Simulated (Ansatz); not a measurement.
# What BiAs (model cell, started as CsCl type) distorts into, part 2 of 2

Which phase does BiAs (model cell, started as CsCl type) fall into along its unstable mode, and how much energy does it gain?

Ansatz 0.2.0; DFT PBEsol, scalar-relativistic, plane waves, PAW.

So far, highest frequency on the path or at a solved wavevector (cm⁻¹): step 2 (the dispersion) 118. Also lowest frequency on the path (cm⁻¹): step 2 -81.6.

The structure was built from a prototype and need not be the compound's stable phase.

### Step 4. The mode frozen in, largest atomic shift 0.32 Å

The atoms are moved along the unstable eigenvector, the largest shift by 0.32 Å, with the cell fixed.

Input file input.yaml:

```yaml
crystal:
  lattice:
    - [-3.6289249598, 0.0, 0.0]
    - [0.0, -3.6289249598, -3.6289249598]
    - [0.0, -3.6289249598, 3.6289249598]
  atoms:
    - { symbol: Bi, position: [1.0, 0.0, 0.0] }
    - { symbol: Bi, position: [1.0, 0.5, 0.5] }
    - { symbol: As, position: [0.588180385, 0.0, 0.5] }
    - { symbol: As, position: [0.411819615, 0.5, 0.0] }
kpoints:
  mp_grid: { grid: [10, 8, 8] }
hamiltonian:
  xc: pbesol
scf:
  occupations: { method: methfessel_paxton, width: 0.15 }
output:
  forces: true
  stress: true
  eigenvalues: true
```

Run with:

```bash
$ ansatz run input.yaml --threads 4 --pin off --max-ram 7168MiB --backend cpu --events-out ev --progress --plain --runs-dir out
```

Numbers of over 12 decimals in the logs are rounded to 6 here.

Output:

```text
[...]
Crystal: 4 atoms, lattice volume = 95.579 Å³
Basis set: ecut = 420 eV, 1877 PW (Γ), exchange–correlation on 50×72×72 points (8 copies of the dense FFT grid, shifted against one another)
Bands: 36, of which v1, the nominal top of the filled ones, is band 30 counted from 1 (29 counted from 0)
Symmetry: 16 space group operations
[...]
k-points: 90 of 640
[...]
k-point 0: bands = [... 26 lower, 10.3908, 10.3908, 10.9640, 13.0221, 15.6486, 16.3285, 16.6858, 16.8271, ... 2 higher]
  k-point 1: bands = [... 26 lower, 10.1304, 10.6405, 11.0494, 13.0955, 15.4430, 16.0015, 16.6614, 16.8806, ... 2 higher]
  k-point 2: bands = [... 26 lower, 9.5088, 11.2059, 11.2965, 13.2685, 14.8783, 15.1399, 16.4214, 16.9829, ... 2 higher]
  k-point 89: bands = [... 26 lower, 6.9400, 6.9400, 13.5426, 13.5426, 15.5536, 15.5536, 16.3526, 16.3526, ... 2 higher]
[key lines of the parts left out:]
SCF converged after 7 iterations
Free energy (F): -34109.308283 eV
Fermi energy:    12.653096 eV
P = ⅓ Tr σ = 2.4835 GPa (24.835 kbar)
```

Elapsed: 3.7 s, on 4 threads of Arm Neoverse V2, shared host; peak memory 0.54 GiB.

This step gave:

```yaml
pressure: 2.483 GPa
energy_from_the_undistorted_cell: -23.51 meV/atom
```

The energy, extrapolated to zero smearing, is -23.51 meV/atom against the undistorted cell.

The run ends at a pressure of 2.48 GPa, with forces up to 0.071 eV/Å.

### Step 5. Energy along the mode, all amplitudes (two of the runs are shown above)

An imaginary frequency means negative curvature, so the energy should fall and then rise again as anharmonic terms take over.

Numbers from this step:

```
depth at the lowest point sampled  : 23.51 meV/atom
largest atomic shift at that point : 0.32 Å
```

Energy from the parent against largest atomic shift:

| largest atomic shift (Å) | energy from the parent (meV/atom) |
| --- | --- |
| 0.000 | 0 |
| 0.040 | -0.727 |
| 0.080 | -3.05 |
| 0.140 | -8.26 |
| 0.220 | -15.5 |
| 0.320 | -23.5 |
| 0.450 | -16.3 |
| 0.600 | 29.4 |

Displacement at unit largest shift by atom:

| atom | x (Å) | y (Å) | z (Å) | size |
| --- | --- | --- | --- | --- |
| Bi1 | 0.00 | 0.00 | 0.00 | 0.00 |
| Bi2 | 0.00 | 0.00 | 0.00 | 0.00 |
| As3 | -1.00 | 0.00 | 0.00 | 1.00 |
| As4 | 1.00 | 0.00 | 0.00 | 1.00 |

The lowest of the steps tried is at 0.32 Å, 23.5 meV/atom below the parent; the bottom of the well need not coincide with a step.

### Step 6. Relaxing from the distorted cell

Starting from the lowest point found, all atoms and the cell are let go, so that strain and other modes of the same symmetry can join in.

input.yaml, as its differences from that of step 4:

```diff
@@ -20 +20,6 @@
   eigenvalues: true
+relax:
+  adjacent_minimum: "off"
+  f_tol: 0.002
+  max_steps: 120
+  cell: { stress_tol: 0.03 }
```

Output:

```text
[...]
Crystal: 4 atoms, lattice volume = 95.579 Å³
Basis set: ecut = 420 eV, 1877 PW (Γ), exchange–correlation on 50×72×72 points (8 copies of the dense FFT grid, shifted against one another)
Bands: 36, of which v1, the nominal top of the filled ones, is band 30 counted from 1 (29 counted from 0)
Symmetry: 16 space group operations
[...]
k-points: 90 of 640
[...]
SCF iter   1: F=—  HF=-34109.315384 eV  |F-HF|=—  |Δ(HF+E_count)|=         —  Δρ=3.41e-3  dr2=2.08e-2  ethr=1.77e-3  ⟨swp⟩=6.8  Hψ=12931  notcnv=0
[...]
SCF iter   7: F=-34109.308283 eV  HF=-34109.308283 eV  |F-HF|=1.75e-8  |Δ(HF+E_count)|=   1.59e-9  S|Δr|=    0.00e0  Δρ=6.42e-6  dr2=3.02e-8  ethr=1.67e-10  ⟨swp⟩=8.3  Hψ=14507  notcnv=0
SCF 1 converged in 7 iterations: F = -34109.308283 eV  dr2 = 3.02e-8
[...]
relax step   1: F+E_penalty+E_count = -34109.30828262 eV  Δ(F+E_penalty+E_count) = +0.000e0 eV  max|allowed force component| = 7.062e-2 eV/Å  Δτ_max = 0.0000 Å  P = +2.483 GPa  Ω = 95.579 Å³  (7 SCF iters, dr2 threshold 1.00e-7 eV, accepted)
Crystal: 4 atoms, lattice volume = 102.171 Å³
Basis set: ecut = 420 eV, 2013 PW (Γ), exchange–correlation on 50×72×72 points (8 copies of the dense FFT grid, shifted against one another)
[...]
SCF iter   6: F=-34109.347596 eV  HF=-34109.347596 eV  |F-HF|=1.47e-8  |Δ(HF+E_count)|=   1.39e-7  S|Δr|=    0.00e0  Δρ=5.33e-6  dr2=2.93e-8  ethr=6.67e-10  ⟨swp⟩=6.0  Hψ=14281  notcnv=0
SCF 2 converged in 6 iterations: F = -34109.347596 eV  dr2 = 2.93e-8
relax step   2: F+E_penalty+E_count = -34109.34759575 eV  Δ(F+E_penalty+E_count) = -3.931e-2 eV  max|allowed force component| = 2.251e-1 eV/Å  Δτ_max = 0.0469 Å  P = -1.531 GPa  Ω = 102.171 Å³  energy of the carried Pulay correction = -1.282e-3 eV  (6 SCF iters, dr2 threshold 4.00e-7 eV, accepted)
Crystal: 4 atoms, lattice volume = 101.086 Å³
Basis set: ecut = 420 eV, 1965 PW (Γ), exchange–correlation on 50×72×72 points (8 copies of the dense FFT grid, shifted against one another)
[...]
SCF iter   5: F=-34109.366374 eV  HF=-34109.366374 eV  |F-HF|=1.69e-7  |Δ(HF+E_count)|=   1.89e-6  S|Δr|=    0.00e0  Δρ=1.32e-5  dr2=2.58e-7  ethr=6.67e-10  ⟨swp⟩=4.3  Hψ=14524  notcnv=0
SCF 3 converged in 5 iterations: F = -34109.366374 eV  dr2 = 2.58e-7
relax step   3: F+E_penalty+E_count = -34109.36637378 eV  Δ(F+E_penalty+E_count) = -1.878e-2 eV  max|allowed force component| = 1.038e-1 eV/Å  Δτ_max = 0.0314 Å  P = -0.347 GPa  Ω = 101.086 Å³  energy of the carried Pulay correction = -1.077e-3 eV  (5 SCF iters, dr2 threshold 4.00e-7 eV, accepted)
[...]
relax step   4: F+E_penalty+E_count = -34109.37148270 eV  Δ(F+E_penalty+E_count) = -5.109e-3 eV  max|allowed force component| = 5.604e-3 eV/Å  Δτ_max = 0.0422 Å  P = +0.189 GPa  Ω = 101.311 Å³  energy of the carried Pulay correction = -1.119e-3 eV  (6 SCF iters, dr2 threshold 4.00e-7 eV, accepted)
[...]
relax step   5: F+E_penalty+E_count = -34109.37193470 eV  Δ(F+E_penalty+E_count) = -4.520e-4 eV  max|allowed force component| = 5.096e-3 eV/Å  Δτ_max = 0.0052 Å  P = +0.102 GPa  Ω = 101.636 Å³  energy of the carried Pulay correction = -1.181e-3 eV  (4 SCF iters, dr2 threshold 2.66e-7 eV, accepted)
[...]
relax step   6: F+E_penalty+E_count = -34109.37200008 eV  Δ(F+E_penalty+E_count) = -6.538e-5 eV  max|allowed force component| = 4.186e-4 eV/Å  Δτ_max = 0.0023 Å  P = +0.002 GPa  Ω = 101.889 Å³  energy of the carried Pulay correction = -1.229e-3 eV  (5 SCF iters, dr2 threshold 5.54e-8 eV, accepted)
Basis set: ecut = 420 eV, 2005 PW (Γ), exchange–correlation on 54×72×72 points (8 copies of the dense FFT grid, shifted against one another)
[...]
SCF iter   6: F=-34109.373299 eV  HF=-34109.373299 eV  |F-HF|=1.46e-11  |Δ(HF+E_count)|=  1.75e-10  S|Δr|=    0.00e0  Δρ=8.89e-8  dr2=1.10e-11  ethr=1.00e-12  ⟨swp⟩=4.8  Hψ=16592  notcnv=0
SCF 7 converged in 6 iterations: F = -34109.373299 eV  dr2 = 1.10e-11
relax step   7: F+E_penalty+E_count = -34109.37329918 eV  Δ(F+E_penalty+E_count) = -1.299e-3 eV  max|allowed force component| = 4.421e-4 eV/Å  Δτ_max = 0.0000 Å  P = +0.004 GPa  Ω = 101.889 Å³  stress off target by 1.61e-2 GPa  SCF on the basis re-selected at this cell (its energy is not comparable with the rows above)  (6 SCF iters)
basis re-selected at this cell: Δ(F+E_penalty+E_count) = -1.299e-3 eV, ΔP = +0.003 GPa vs the last step (what re-selecting the basis moved, of the pressure what is left beyond the Pulay correction that the steps carried, after the strain that the cell walked since its last selection, with what the two solves' SCF thresholds leave and, on support functions, any second-order correction that the steps lacked; it is no measure of the basis error at this ecutwfc). The dense FFT grid was sized anew with the basis: this SCF ran on 27×36×36 points, the steps before it on 25×36×36, so part of this shift can come from that change (see relax.cell in the input reference). [rest of the remark cut]
SCF converged after 6 iterations
[...]
Free energy (F): -34109.373299 eV
[...]
Internal energy: -34109.371300 eV  (E = F + TS)
E sigma→0 (E₀):  -34109.372799 eV
Entropy (-TS):   -0.001999 eV (-0.500 meV/atom)
Fermi energy:    11.686636 eV
[...]
--- Forces (eV/Å), atoms counted from 1 ---
  atom   1  Bi     0.00000000     0.00000000     0.00000000
  atom   2  Bi    -0.00000000    -0.00000000    -0.00000000
  atom   3  As    -0.00044213    -0.00000000     0.00000000
  atom   4  As     0.00044213     0.00000000    -0.00000000
  max |Σ_I F_I| component: 7.16e-18 eV/Å
--- Stress (GPa, compression-positive) ---
        0.016114      -0.000000       0.000000
       -0.000000      -0.001564       0.000000
        0.000000       0.000000      -0.001564
  P = ⅓ Tr σ = 0.0043 GPa (0.043 kbar)
--- Band table (eV; the first three rows and the last of 90) ---
  k-point 0: bands = [... 26 lower, 9.5355, 9.5355, 9.9353, 11.4443, 13.9160, 14.3495, 15.3841, 15.3841, ... 2 higher]
  k-point 1: bands = [... 26 lower, 9.2951, 9.6639, 10.0091, 11.6177, 13.7225, 14.0319, 15.4018, 15.4339, ... 2 higher]
  k-point 2: bands = [... 26 lower, 8.7121, 9.9476, 10.2157, 12.0869, 13.1345, 13.4321, 15.2371, 15.2527, ... 2 higher]
  k-point 89: bands = [... 26 lower, 6.3523, 6.3523, 12.6034, 12.6034, 14.2804, 14.2804, 15.1929, 15.1929, ... 2 higher]
--- Relaxed structure (6 steps of the walk, 6 accepted, 1 SCFs on fresh bases) ---
  F+E_penalty+E_count = -34109.37329918 eV   max|allowed force component| = 4.421e-4 eV/Å   (the final SCF, on the basis selected at the relaxed cell)
  cell:  # Å, volume = 101.8885 Å³
    - [-3.822951, 0, 0]
    - [0, -3.650466, -3.650466]
    - [0, -3.650466, 3.650466]
  atoms:
    - { symbol: Bi, position: [1.0, 0, 0] }
    - { symbol: Bi, position: [1.0, 0.5, 0.5] }
    - { symbol: As, position: [0.623443, 0.0, 0.5] }
    - { symbol: As, position: [0.376557, 0.5, 0.0] }
```

Run time: 28 s. Hardware: 4 threads; peak memory 0.59 GiB.

Relaxation path:

| step | energy less that of the first step (eV) | largest force component (eV/Å) | pressure (GPa) | volume (Å³) |
| --- | --- | --- | --- | --- |
| 1 | 0.0000 | 0.0706 | 2.48 | 95.58 |
| 2 | -0.0393 | 0.2251 | -1.53 | 102.17 |
| 3 | -0.0581 | 0.1038 | -0.35 | 101.09 |
| 4 | -0.0632 | 0.0056 | 0.19 | 101.31 |
| 5 | -0.0637 | 0.0051 | 0.10 | 101.64 |
| 6 | -0.0637 | 0.0004 | 0.00 | 101.89 |
| 7* | -0.0650 | 0.0004 | 0.00 | 101.89 |

Relaxation steps marked * repeat the geometry before them on a plane-wave basis chosen anew for their cell, so energy and pressure can jump there.

Forces are held to the 16 operations that the run works with; a distortion that breaks them can't arise in this run.

| cell as run | before | after | change |
| --- | --- | --- | --- |
| a (Å) | 3.629 | 3.823 | +5.3 % |
| b (Å) | 5.132 | 5.163 | +0.6 % |
| c (Å) | 5.132 | 5.163 | +0.6 % |
| volume (Å³/atom) | 23.89 | 25.47 | +6.6 % |

The atoms that moved most (Å, as changes of fractional coordinates times the final cell):

| atom | dx | dy | dz | length |
| --- | --- | --- | --- | --- |
| As4 | 0.135 | 0.000 | 0.000 | 0.135 |
| As3 | -0.135 | 0.000 | 0.000 | 0.135 |

This step gave:

* pressure: 0.004328 GPa
* volume per atom: 25.47 Å³

The distorted start has space group P4/nmm; the relaxation ends in P4/nmm.

### Step 7. The new phase in its own primitive cell

The relaxed structure is symmetrised, reduced to its primitive cell and relaxed tightly, as its phonons need.

input.yaml, the sections that differ from step 6:

```yaml
crystal:
  lattice:
    - [5.1625378809, 0.0, 0.0]
    - [0.0, 5.1625378809, 0.0]
    - [0.0, 0.0, 3.8229511507]
  atoms:
    - { symbol: Bi, position: [0.0, 0.0, 0.0] }
    - { symbol: Bi, position: [0.5, 0.5, 0.0] }
    - { symbol: As, position: [0.0, 0.5, 0.6234425158] }
    - { symbol: As, position: [0.5, 0.0, 0.3765574842] }
kpoints:
  mp_grid: { grid: [8, 8, 10] }
relax:
  adjacent_minimum: "off"
  f_tol: 0.001
  max_steps: 60
  cell: { stress_tol: 0.01 }
# hamiltonian, scf, output: as in step 6
```

Output:

```text
[...]
Crystal: 4 atoms, lattice volume = 101.889 Å³
Basis set: ecut = 420 eV, 2005 PW (Γ), exchange–correlation on 72×72×54 points (8 copies of the dense FFT grid, shifted against one another)
Bands: 36, of which v1, the nominal top of the filled ones, is band 30 counted from 1 (29 counted from 0)
Symmetry: 16 space group operations
[...]
k-points: 90 of 640
[...]
--- Relaxed structure (4 steps of the walk, 3 accepted, 1 SCFs on fresh bases) ---
[...]
cell:  # Å, volume = 101.9224 Å³
    - [5.162059, 0.0, 0.0]
    - [0.0, 5.162059, 0.0]
    - [0.0, 0.0, 3.824933]
  atoms:
    - { symbol: Bi, position: [0, 0, 0] }
    - { symbol: Bi, position: [0.500000, 0.500000, 0] }
    - { symbol: As, position: [0, 0.500000, 0.623629] }
    - { symbol: As, position: [0.500000, 0, 0.376371] }
[key lines of the parts left out:]
SCF converged after 5 iterations
Free energy (F): -34109.373303 eV
Fermi energy:    11.682063 eV
P = ⅓ Tr σ = -0.0003 GPa (-0.003 kbar)
```

Wall time 21 s (4 threads); peak memory 0.59 GiB.

Little changed from the start: no atom moved by 0.005 Å and no cell edge by 0.1 %.

Numbers from this step:

```yaml
pressure: -3.34e-4 GPa
volume_per_atom: 25.48 Å³
```

The largest force component left is 0.052 meV/Å and the pressure is 0.000 GPa, within the tolerances set. The cell now holds 25.48 Å³/atom.

### Step 8. Modes of the new phase, k-mesh 8×8×10

A relaxed structure may still be a saddle point, so its zone-centre modes are computed. No field response is asked, since the mesh shows no gap.

input.yaml, the sections that differ from step 7:

```yaml
crystal:
  lattice:
    - [5.1620587576, 0.0, 0.0]
    - [0.0, 5.1620587576, 0.0]
    - [0.0, 0.0, 3.8249328242]
  atoms:
    - { symbol: Bi, position: [0.0, 0.0, 0.0] }
    - { symbol: Bi, position: [0.5, 0.5, 0.0] }
    - { symbol: As, position: [0.0, 0.5, 0.6236289737] }
    - { symbol: As, position: [0.5, 0.0, 0.3763710263] }
output:
  eigenvalues: true
phonons:
  method: dfpt
# kpoints, hamiltonian, scf: as in step 7
# relax: removed
```

Output:

```text
zone centre: on kpoints.mp_grid the ground state, and the responses unless they are solved on pairs of k-points, stand on 150 of the mesh's 640 k-points, reduced under 4 symmetry operations, with k and −k counted as one. Each operation leaves every solved displacement unchanged or reverses it
[...]
Crystal: 4 atoms, lattice volume = 101.922 Å³
Basis set: ecut = 420 eV, 2005 PW (Γ), exchange–correlation on 72×72×54 points (8 copies of the dense FFT grid, shifted against one another)
Bands: 36, of which v1, the nominal top of the filled ones, is band 30 counted from 1 (29 counted from 0)
Symmetry: 16 space group operations
k-points: 150 of 640 (irreducible under 4 space group operations, time reversal used)
[...]
SCF iter   1: F=—  HF=-34109.379878 eV  |F-HF|=—  |Δ(HF+E_count)|=         —  Δρ=3.18e-3  dr2=1.95e-2  ethr=1.77e-3  ⟨swp⟩=6.7  Hψ=21749  notcnv=0
[...]
SCF iter  10: F=-34109.373303 eV  HF=-34109.373303 eV  |F-HF|=7.28e-12  |Δ(HF+E_count)|=    0.00e0  S|Δr|=    0.00e0  Δρ=5.90e-8  dr2=4.55e-12  ethr=1.00e-12  ⟨swp⟩=9.1  Hψ=28250  notcnv=0
SCF 1 converged in 10 iterations: F = -34109.373303 eV  dr2 = 4.55e-12
[...]
DFPT response loops at Γ: preconditioner auto → Kerker (q_TF=auto, 2.498 Å⁻¹) (partly filled bands, converged f_vac=0.000); β = 1.00, the filter's whole step (`scf.mixing.beta` (0.50) is not read by the response loops under this deck's `scf.mixing.preconditioner`; to damp them name `kerker` or `kerker_dos`, under which they read `scf.mixing.beta`, and type it under 1.00, their step now; both keys bind the ground state too); Broyden in place of MSR1
SCF converged after 10 iterations
[...]
Free energy (F): -34109.373303 eV
[...]
Internal energy: -34109.371287 eV  (E = F + TS)
E sigma→0 (E₀):  -34109.372799 eV
Entropy (-TS):   -0.002016 eV (-0.504 meV/atom)
Fermi energy:    11.682063 eV
Step filling:    the computed levels leave a gap of 0.0000 eV = 0.0 smearing widths at the electron count; against every level under it full and every level over it empty, smearing changes F+E_penalty+E_count by -0.372 meV and its σ→0 estimate by +0.132 meV
[...]
--- Band table (eV; the first three rows and the last of 150) ---
  k-point 0: bands = [... 26 lower, 9.5325, 9.5325, 9.9274, 11.4345, 13.9049, 14.3359, 15.3738, 15.3738, ... 2 higher]
  k-point 1: bands = [... 26 lower, 9.5933, 9.5933, 9.7195, 11.2416, 13.1342, 14.4667, 14.6663, 14.6663, ... 2 higher]
  k-point 2: bands = [... 26 lower, 9.3895, 9.7296, 9.7296, 10.7252, 11.7480, 13.5196, 13.5196, 14.3174, ... 2 higher]
  k-point 149: bands = [... 26 lower, 6.3489, 6.3489, 12.5997, 12.5997, 14.2755, 14.2755, 15.1874, 15.1874, ... 2 higher]
--- Phonons (Γ-DFPT): 4 representative perturbations + reference, on 150 of 640 k-points (Σ response iterations 12) ---
  k mesh reduced under 4 symmetry operations, with k and −k counted as one. Each operation leaves every solved displacement unchanged or reverses it
  ASR residual: 2.938e-5 → 0.000e0 eV/Å²; symmetrization residual: 2.257e-5 eV/Å²
  ASR residual per site (eV/Å²): 2.94e-5 2.94e-5 1.56e-5 1.56e-5
  Γ frequencies (cm⁻¹): 0.00 0.00 0.00 43.79 53.39 53.39 89.65 89.65 96.78 96.78 109.54 111.20
  non-analytic LO–TO correction: not included (Born effective charges unavailable; polar crystals: no LO–TO splitting at Γ)
```

Elapsed: 64 s, on 4 threads; peak memory 2 GiB.

This step gave:

| Quantity | Value |
| --- | --- |
| sum-rule residual before enforcement | 2.94e-5 eV/Å² |
| point group | 4/mmm |
| highest optical mode at the zone centre (no LO-TO term) | 111.2 cm⁻¹ |
| lowest optical zone-centre mode | 43.79 cm⁻¹ |

Patterns of degenerate modes are one choice out of their space. Modes at Γ, with each element's share of the kinetic energy:

| mode | frequency (cm⁻¹) | symmetry | Bi % | As % |
| --- | --- | --- | --- | --- |
| 1 | 0.0 | acoustic | 74 | 26 |
| 2 | 0.0 | acoustic | 74 | 26 |
| 3 | 0.0 | acoustic | 74 | 26 |
| 4 | 43.8 | B1g | 100 | 0 |
| 5 | 53.4 | Eg | 50 | 50 |
| 6 | 53.4 | Eg | 50 | 50 |
| 7 | 89.7 | Eg | 50 | 50 |
| 8 | 89.7 | Eg | 50 | 50 |
| 9 | 96.8 | Eu | 26 | 74 |
| 10 | 96.8 | Eu | 26 | 74 |
| 11 | 109.5 | A2u | 26 | 74 |
| 12 | 111.2 | A1g | 0 | 100 |

Displacements in mode 4 (43.8 cm⁻¹), the largest set to 1:
```
Bi1  0.00  0.00 -1.00
Bi2  0.00  0.00  1.00
As3  0.00  0.00  0.00
As4  0.00  0.00  0.00
```

Displacements in mode 7 (89.7 cm⁻¹), the largest set to 1:
```
Bi1 -0.60  0.00  0.00
Bi2  0.60  0.00  0.00
As3 -1.00  0.00  0.00
As4  1.00  0.00  0.00
```

Before it was imposed, the acoustic sum rule was missed by 2.9e-5 eV/Å². Small misses are needed for a sound result but don't prove that mesh and cutoff are converged. The lowest optical mode is real, 43.8 cm⁻¹.

### Step 9. Outcome

- unstable mode of the parent: q = (0, -0.5, -0.5), 82i cm⁻¹
- depth at the lowest point sampled: 23.5 meV/atom
- largest atomic shift at that point: 0.32 Å
- space group reached (within 0.01 Å): P4/nmm
- energy gained over the parent (first relaxation, on the mesh of the frozen mode): 39.8 meV/atom
- volume per atom, phase reached: 25.5 Å³
- lowest optical zone-centre mode, phase reached: 43.8 cm⁻¹
- highest optical mode at the zone centre (no LO-TO term), phase reached: 111 cm⁻¹

What this shows: Along this mode the structure falls into P4/nmm, 39.8 meV/atom below the parent. At the parent's cell the well is 23.51 meV/atom deep on the steps tried, with its lowest point at a shift of 0.32 Å. Relaxing atoms and cell changes the gain by +16.27 meV/atom against the lowest step (energies at zero smearing). The new phase has no imaginary mode at the zone centre of its cell; other wavevectors were not checked. Of the 2 patterns followed to their end from this parent, this one reaches the lowest energy. Each path keeps the symmetry of its pattern, so a lower phase may lie along a pattern not tried. With no gap, or one that is small against the smearing, the frequencies hang on the k mesh and the smearing, most of all near Kohn anomalies. Spin-orbit coupling is left out, which can matter for the heavy elements here. The starting cell was built on a prototype and not taken from a measurement, so the phase need not exist.

[Logs are printed without paths, hosts, clocks, repeated set-up lines and the standing remarks that a program may print on its own settings, such as how far it seeks lower states.]

[Hosts, paths, dates, database ids (printed as entryN), source tags and the programs' standing remarks are cut or masked in the printed files.]
